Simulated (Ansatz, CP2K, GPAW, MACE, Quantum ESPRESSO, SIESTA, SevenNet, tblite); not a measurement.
# Running amorphous SnO2 (72 atoms) with CP2K, part 2 of 2

Aim: run amorphous SnO2 (72 atoms) in CP2K and see how near its forces come to a plane-wave reference, and at what cost.

Program: CP2K 2026.2; the method stands at each step. Banners, paths, timers and routine set-up lines are dropped from the logs unmarked, and long logs keep their key lines alone; longer cuts are marked.

So far. Step 2 (PBE, DZVP-UZH, 600/50 Ry, diagonalisation): Forces lie 20 % from the reference's, at 5.1 times its CPU time. Step 3 (PBE, SZV-MOLOPT-SR, 600/50 Ry, diagonalisation): Against the first run (20 %), the force difference from the reference is 51 %, at 1.1 times the CPU time (on 2 against 4 cores) (30 SCF steps against 17), with 288 basis functions against 936; this set comes with other potentials too, so the change isn't the basis's alone.

### 4. Another try, on a changed input

Level of this step: Kohn-Sham DFT, PBE, GTH-PBE pseudopotentials, Gaussian and plane waves, DZVP-MOLOPT (UZH set), diagonalisation (CP2K).

Contents of input.inp:

```
&GLOBAL
  PROJECT cell
  RUN_TYPE ENERGY_FORCE
  PRINT_LEVEL LOW
&END GLOBAL
&FORCE_EVAL
  METHOD QS
  STRESS_TENSOR ANALYTICAL
  &DFT
    BASIS_SET_FILE_NAME BASIS_MOLOPT_UZH
    POTENTIAL_FILE_NAME POTENTIAL_UZH
    &MGRID
      CUTOFF 600
      REL_CUTOFF 50
      NGRIDS 5
    &END MGRID
    &QS
      EPS_DEFAULT 1.0E-12
    &END QS
    &SCF
      SCF_GUESS ATOMIC
      EPS_SCF 1.0E-06
      MAX_SCF 80
      ADDED_MOS 14
      &DIAGONALIZATION
        ALGORITHM STANDARD
      &END DIAGONALIZATION
      &SMEAR ON
        METHOD FERMI_DIRAC
        ELECTRONIC_TEMPERATURE [K] 580
      &END SMEAR
      &MIXING
        METHOD DIRECT_P_MIXING
        ALPHA 0.8
      &END MIXING
      &PRINT
        &RESTART OFF
        &END RESTART
      &END PRINT
    &END SCF
    &XC
      &XC_FUNCTIONAL PBE
      &END XC_FUNCTIONAL
    &END XC
    &PRINT
      &MULLIKEN ON
      &END MULLIKEN
      &HIRSHFELD ON
        SHAPE_FUNCTION DENSITY
      &END HIRSHFELD
      &MO ON
        EIGENVALUES T
        OCCUPATION_NUMBERS T
        MO_INDEX_RANGE 181 204
        &EACH
          QS_SCF 0
        &END EACH
        ADD_LAST NUMERIC
      &END MO
    &END PRINT
  &END DFT
  &SUBSYS
    &CELL
      A 9.85089 0.00000 0.00000
      B 0.00000 9.85089 0.00000
      C 0.00000 0.00000 9.85089
    &END CELL
    &TOPOLOGY
      COORD_FILE_NAME structure.xyz
      COORD_FILE_FORMAT XYZ
    &END TOPOLOGY
    &KIND Sn
      BASIS_SET DZVP-MOLOPT-PBE-GTH-q4
      POTENTIAL GTH-PBE-q4
    &END KIND
    &KIND O
      BASIS_SET DZVP-MOLOPT-PBE-GTH-q6
      POTENTIAL GTH-PBE-q6
    &END KIND
  &END SUBSYS
  &PRINT
    &FORCES ON
    &END FORCES
    &STRESS_TENSOR ON
    &END STRESS_TENSOR
  &END PRINT
&END FORCE_EVAL
```

Contents of structure.xyz:

```xyz
72

Sn 7.21666 6.63211 3.26636
Sn 0.47905 2.16749 4.26317
Sn 5.00258 1.75247 0.97386
Sn 7.61533 4.56953 5.68840
Sn 2.18522 6.89464 3.83860
Sn 4.85895 7.11599 5.88640
Sn 9.64816 2.01933 9.30486
Sn 2.04091 4.61869 7.39299
Sn 2.04642 0.33739 1.72952
Sn 5.72573 9.80361 4.68676
Sn 8.16599 0.27720 2.34697
Sn 9.65801 7.15854 1.19767
Sn 8.21712 5.32076 9.23915
Sn 9.76420 6.84095 6.29403
Sn 2.51710 7.92642 8.79714
Sn 3.63311 2.91537 4.33016
Sn 4.91284 8.45945 1.25412
Sn 2.02731 9.68874 5.90531
Sn 4.60854 5.34559 0.58150
Sn 1.16191 4.17353 1.77681
[... 48 atom lines left out ...]
O 6.19197 7.76762 4.64578
O 8.87624 3.09732 5.29003
O 3.79772 7.21016 0.25120
O 1.81778 3.58060 3.62897
```

Run with:

```
$ OMP_NUM_THREADS=1 mpirun -np 4 cp2k.psmp -i input.inp > output.txt
```

Numbers of over 12 decimals in the logs are rounded to 6 here.

Log:

```text
CP2K| version string:                                       CP2K version 2026.2
 CP2K| Input file name                                                 input.inp
 GLOBAL| Basis set file name                                    BASIS_MOLOPT_UZH
 GLOBAL| Potential file name                                       POTENTIAL_UZH
 GLOBAL| Run type                                                   ENERGY_FORCE
 GLOBAL| Total number of message passing processes                             4
 GLOBAL| Number of threads for this process                                    1
[... lines left out ...]
                        Smear method:                                FERMI_DIRAC
[... lines left out ...]
 Number of electrons:                                                        384
[... lines left out ...]
  Step     Update method      Time    Convergence         Total energy    Change
[... lines left out ...]
  Core density on regular grids:              383.9999999994       -0.0000000006
  Total charge density on r-space grids:       -0.0000000004
  Total charge density g-space grids:          -0.0000000004
  Overlap energy of the core charge distribution:               5.70127e-06
  Self energy of the core charge distribution:              -2173.048637
  Core Hamiltonian energy:                                    902.237624
  Hartree energy:                                            2025.291951
  Exchange-correlation energy:                               -219.136100
  Electronic entropic energy:                                  -4.59901e-06
  Fermi energy:                                                -4.119140
  Total energy:                                               535.343984
  Total energy (extrapolated to T->0):                        535.343986
 *   ___                                                                       *
 *  /   \                                                                      *
 * [ABORT]                                                                     *
 *  \___/     SCF run NOT converged. To continue the calculation regardless,   *
 *    |             please set the keyword IGNORE_CONVERGENCE_FAILURE.         *
 *  O/|                                                                        *
 * /| |                                                                        *
```

The job ended after 4.1 min (4 MPI ranks of Arm Neoverse V2, shared host; peak memory 2.3 GiB).

The run stopped without converging, so its numbers are no property of the system. The fault in the input: mixing far too strong (mixer DIRECT_P_MIXING and mixing weight 0.8).

### 5. All runs compared

Differences are against the plane-wave reference, forces as r.m.s. over components; share is that over the reference's r.m.s. force, slope the least-squares factor from reference forces to these. Total energies of different programs have different zeros and aren't compared.

```csv
run,"Δ force, r.m.s. (meV/Å)",share (%),slope,Δ pressure (GPa),cores,CPU time,memory (GiB)
reference,-,-,-,-,4,49 s,1.4
"CP2K PBE, DZVP-UZH, 600/50 Ry, diagonalisation",135,20.0,1.032,4.09,4,4.2 min,4.7
"CP2K PBE, SZV-MOLOPT-SR, 600/50 Ry, diagonalisation (coarse)",342,50.7,1.116,14.3,2,4.5 min,2.8
```

Rows marked coarse were listed beforehand as settings not expected to be converged; some can still land near the reference.

CPU time is summed over cores on a shared host, where runs went side by side, so it is rough. Symmetry, cutoffs, thresholds, outputs and thread counts weren't matched or tuned between programs; memory under MPI is the largest rank's times the ranks.

Mean charges by element (e), by run and scheme:

| run | scheme | Sn | O |
| --- | --- | --- | --- |
| reference | Löwdin | +1.74 | -0.80 |
| CP2K PBE, DZVP-UZH, 600/50 Ry, diagonalisation | Mulliken | +2.03 | -1.02 |
| CP2K PBE, DZVP-UZH, 600/50 Ry, diagonalisation | Hirshfeld | +0.64 | -0.32 |

The reference's Löwdin charges lack the electrons that the projection spills, 0.046 e an atom on average.

### 6. Results

| Quantity | Value |
| --- | --- |
| nearest in forces | CP2K PBE, DZVP-UZH, 600/50 Ry, diagonalisation, 20 % |
| its CPU time | 4.2 min |

In words: The PBE run in local orbitals, coarse settings apart, differs by 20 % (CP2K PBE, DZVP-UZH, 600/50 Ry, diagonalisation); basis, grid and potentials can all enter. Runs with settings chosen to be coarse differ by 51 % (CP2K PBE, SZV-MOLOPT-SR, 600/50 Ry, diagonalisation), their programs' other errors included. None of the electronic-structure runs in the table takes under half the reference's CPU time of 49 s; they take 5.1 to 5.4 times as much. In pressure, CP2K PBE, SZV-MOLOPT-SR, 600/50 Ry, diagonalisation misses by +14.3 GPa, at the same functional. Charges hang on scheme and program or settings: among these rows the mean for Sn runs from +0.64 to +2.03 e. The potentials hold different valence shells: 624 electrons in the reference, 384 in CP2K with SZV-MOLOPT-SR; this bears on time and differences. The quench rate of 50 K/ps is many orders above laboratory rates, so the cell is likely richer in defects and strain than a real sample. The network of bonds at the start is that of the classical potential that made the cell, and needn't be the one that DFT or experiment would give. The electronic-structure runs sample only Γ, in a cell whose shortest periodic width is 10 Å.

[Also dropped from logs without a mark: logging warnings of Python, and SIESTA's first energy breakdown and zero terms.]

[Logs are printed without paths, hosts, clocks, repeated set-up lines and the standing remarks that a program may print on its own settings, such as how far it seeks lower states.]

[Hosts, paths, dates, database ids (printed as entryN), source tags and the programs' standing remarks are cut or masked in the printed files.]
